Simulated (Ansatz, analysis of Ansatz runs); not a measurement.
# Local vibrational mode of the bond-centred H+ along c in ZnO (HSE06), part 2 of 2

Subject: bond-centred H+ along c in ZnO. Wanted: its local vibrational mode, in one set-up (HSE06, 32-site cell, PBE lattice, 420 eV, k: the zone centre alone). The model is a cell of 32 host atoms with 1 H put in. The frequencies come from force constants among the defect atom and its neighbours, with the masses of the isotopes named. Exact exchange opens the gap, stiffens bonds and lessens the self-interaction error, at many times the cost.

Ansatz 0.2.0; HSE06, 32-site cell, PBE lattice, 420 eV, k: the zone centre alone.

So far: The structure; Relaxation, charge +1.

## (2) Relaxation, charge +1 (continued)

Level of this step: plane-wave PAW DFT, HSE06; relaxation of all atoms of a defect supercell (Ansatz).

Step by step:

| step | energy less that of the first step (eV) | largest force component (eV/Å) |
| --- | --- | --- |
| 1 | 0.0000 | 2.7605 |
| 2 | -0.7132 | 1.5548 |
| 3 | -0.9926 | 0.6455 |
| 4 | -1.0456 | 0.5502 |
| 5 | -1.1084 | 0.2003 |
| 6 | -1.1115 | 0.0386 |
| 7 | -1.1123 | 0.0085 |

The atoms that moved most (Å, from the sites as typed, ahead of the random displacement, the mean shift of all atoms taken out):

| atom | dx | dy | dz | length |
| --- | --- | --- | --- | --- |
| Zn17 | 0.000 | 0.000 | -0.391 | 0.391 |
| O24 | 0.000 | 0.000 | 0.171 | 0.171 |
| Zn2 | -0.090 | -0.052 | 0.114 | 0.155 |
| Zn26 | 0.000 | 0.104 | 0.115 | 0.155 |
| Zn18 | 0.090 | -0.052 | 0.114 | 0.154 |
| Zn22 | 0.084 | -0.048 | -0.076 | 0.123 |
| Zn30 | 0.000 | 0.097 | -0.076 | 0.123 |
| Zn6 | -0.084 | -0.048 | -0.076 | 0.123 |

The relaxed structure:

```xyz
33
Lattice="6.5590 0.0000 0.0000 -3.2795 5.6803 0.0000 0.0000 0.0000 10.5865" Properties=species:S:1:pos:R:3 pbc="T T T"
Zn   -0.0025    1.8886    2.6586
Zn    1.5470    0.8938    5.4074
O     1.6106    0.9303    1.9401
O    -0.0027    1.8712    4.6499
Zn   -0.0028    1.9273    7.9421
Zn    1.5535    0.8973   10.5104
O     1.6448    0.9502    7.3658
O    -0.0025    1.9207    9.9101
Zn   -1.6456    4.7345    2.6587
Zn   -0.0027    3.7859    5.2716
O    -0.0026    3.7858    2.0386
O    -1.6609    4.7432    4.6501
Zn   -1.6123    4.7152    7.9421
Zn   -0.0027    3.7858   10.6392
O    -0.0027    3.7859    7.2373
O    -1.6179    4.7184    9.9102
Zn    3.2773    1.8923    1.8049
Zn    5.0062    0.8940    5.4071
O     4.9438    0.9300    1.9397
O     3.2765    1.8926    4.9252
Zn    3.2767    1.8924    8.0266
Zn    5.0005    0.8973   10.5101
O     4.9085    0.9503    7.3655
O     3.2770    1.8923   10.1176
Zn    1.6405    4.7344    2.6585
Zn    3.2767    3.8898    5.4075
O     3.2770    3.8167    1.9400
O     1.6555    4.7433    4.6499
Zn    1.6069    4.7152    7.9421
Zn    3.2768    3.8825   10.5103
O     3.2768    3.7767    7.3659
O     1.6126    4.7183    9.9101
H     3.2756    1.8932    3.9672
```

Neighbours of H33 at the end:

| atom | distance (Å) |
| --- | --- |
| O20 | 0.958 |
| Zn17 | 2.162 |
| Zn26 | 2.462 |
| Zn2 | 2.462 |
| Zn18 | 2.463 |
| O3 | 2.794 |
| O27 | 2.795 |
| O19 | 2.797 |

Read from the output:

```yaml
free_energy: -62205.3573 eV
```

The relaxation ends 34 meV an atom lower than the displaced start, with a largest force component of 0.0085 eV/Å.

## (3) Local vibrational modes

A local mode lives on the defect and the atoms next to it, so only the sites listed in the input are displaced, which costs far fewer SCF runs than the whole cell would.

This step: plane-wave PAW DFT, HSE06; finite-displacement force constants among the atoms nearest to a defect, the others at rest.

Contents of modes/input.yaml:

```yaml
crystal:
  lattice:
    - [6.55903995, 0.0, 0.0]
    - [-3.27951997, 5.68029522, 0.0]
    - [0.0, 0.0, 10.58650209]
  atoms:
    - { symbol: Zn, position: [0.165853673, 0.332477222, 0.251127386] }
    - { symbol: Zn, position: [0.314523727, 0.157344003, 0.510785173] }
    - { symbol: O, position: [0.32743608, 0.163771518, 0.183262791] }
    - { symbol: O, position: [0.164289416, 0.329414446, 0.439233245] }
[... 7 atom lines left out ...]
    - { symbol: O, position: [0.164283496, 0.835022847, 0.43925207] }
[... 4 atom lines left out ...]
    - { symbol: Zn, position: [0.666227862, 0.333129916, 0.17049095] }
    - { symbol: Zn, position: [0.841950407, 0.157386756, 0.510750843] }
    - { symbol: O, position: [0.835607822, 0.163727017, 0.183221128] }
    - { symbol: O, position: [0.666136683, 0.333190533, 0.465236142] }
[... 5 atom lines left out ...]
    - { symbol: Zn, position: [0.841964382, 0.684780086, 0.510793603] }
    - { symbol: O, position: [0.835569963, 0.671911838, 0.183255616] }
    - { symbol: O, position: [0.669925921, 0.835048293, 0.439233477] }
[... 4 atom lines left out ...]
    - { symbol: H, position: [0.666043754, 0.333287802, 0.374744026] }
total_charge: 1
basis:
  ecutwfc: 420
  xc_grid: 2
hamiltonian:
  xc: hse06
kpoints:
  mp_grid: { grid: [1, 1, 1] }
scf:
  occupations: { method: fermi_dirac, width: 0.01 }
  max_iter: 120
output: {}
checkpoint:
  read: "../relax.run"
phonons:
  supercell: [1, 1, 1]
  displaced_sites: [19, 32]
```

On the command line:

```bash
> ansatz run input.yaml --threads 2 --pin off --max-ram 3768MiB --backend cpu --events-out ev --progress --plain --runs-dir out
```

Numbers of over 12 decimals in the logs are rounded to 6 here.

What it wrote:

```text
[...]
Warning: basis.xc_grid 2: finite-displacement phonons take 3 at the least, and a number is run as typed, so the frequencies can be off [figures from the program's tests cut]. [...]
[...]
Crystal: 33 atoms, lattice volume = 394.424 Å³
Basis set: ecut = 420 eV, 7607 PW (Γ), exchange–correlation on 90×90×144 points (8 copies of the dense FFT grid, shifted against one another)
Bands: 177, of which v1, the nominal top of the filled ones, is band 144 counted from 1 (143 counted from 0)
Symmetry: 1 space group operations
k-points: 1
[...]
Stability of the state it starts from, as read at its close in the unpolarized treatment: not read, because the functional holds exact exchange (a hybrid, or Hartree-Fock), whose exchange loop this test does not read (fock_operator)
[...]
Frozen-core exchange: fock
[...]
max |Σ_I F_I| component: 6.20e-5 eV/Å
--- Band table (eV) ---
[...]
--- Phonons: 12 displaced members + reference (amplitude 0.0025 Å, Σ member SCF iterations 174) ---
  symmetry images taken by strict's conditions (phonons.symmetry_images: auto; settled by no image being taken that strict refuses)
  force constants formed among 2 of 33 sites (O 19, H 32); the other 31 at rest. The modes move the named sites alone.
  the frequencies, the zero-point energy and the sums are of the block with the acoustic sum rule laid on its rows. Row sums over every site: 9.7e-4 eV/Å² at the most
  transpose residual: 5.7e-5 eV/Å²
  largest component of a force at the reference: 8.5e-3 eV/Å on a named site, 8.2e-3 eV/Å on a site at rest
  frequencies among the named sites at Γ of the cell (cm⁻¹): 306.99 341.26 341.42 621.90 621.99 3856.23
  unstable modes among the named sites: 0
  frequencies as built, with no sum rule (cm⁻¹): 307.03 341.26 341.42 621.91 622.00 3856.25
  zero-point energy: 0.377519 eV/cell   skipped modes (ω ≤ 0): 0
  not written: the harmonic force-constant file, the file of eigenvectors (these modes' are written with the force constants), the density of states and the dispersion, which are of every site
[key lines of the parts left out:]
Free energy (F): -62205.357317 eV
Fermi energy:    6.860999 eV
```

Elapsed: 3 min, on 2 threads of AMD EPYC 9R45, shared host; peak memory 0.95 GiB; 5.9 min of CPU time.

In the SCF lines HF is the Harris–Foulkes energy and dr2 the Hartree energy of the density residual, in eV; the loop may stop once dr2 is under the threshold and the program's other checks hold. Hψ counts applications of the Hamiltonian.

This step gave:

```
free energy : -62205.3573 eV
```

The modes with the largest weight on the probed atoms (the light atom of a pair), for the masses of each isotope. Modes of the displaced atoms (local only where they lie over the host's phonons):

| isotopes | mode (cm⁻¹) | share of the defect atoms |
| --- | --- | --- |
| H | 3856 | 0.944 |
| H | 622 | 0.87 |
| H | 621.9 | 0.87 |
| D | 2803 | 0.894 |
| D | 478.8 | 0.593 |
| D | 478.7 | 0.594 |

## (4) Summary of results

```
distance from the defect atom to its nearest neighbour : 0.958 Å
O-H stretch, 1H                                        : 3857 cm⁻¹
O-D stretch, 2H                                        : 2803 cm⁻¹
time of the whole chain                                : 4.7 min on 2 threads
```

What this shows: O-H stretch, 1H: computed 3857 cm⁻¹, measured 3611.3 cm⁻¹; 245 cm⁻¹ (7 %) above the measurement. O-D stretch, 2H: computed 2803 cm⁻¹, measured 2668 cm⁻¹; 135 cm⁻¹ (5 %) above the measurement. The computed value is harmonic, while the measured line is the anharmonic fundamental, which for X–H stretches usually lies a few per cent lower. Only the named neighbours move, so modes near the host's band are approximate. Limits: the zone centre alone is a coarse sampling for this cell; the periodic copies of the defect are only 6.6 Å apart.

[Logs are printed without paths, hosts, clocks, repeated set-up lines and the standing remarks that a program may print on its own settings, such as how far it seeks lower states.]

[Hosts, paths, dates, database ids (printed as entryN), source tags and the programs' standing remarks are cut or masked in the printed files.]

[For some hosts the program warned that the k-mesh of the response run may be too coarse for force constants and the static dielectric constant; such warnings are not shown here.]
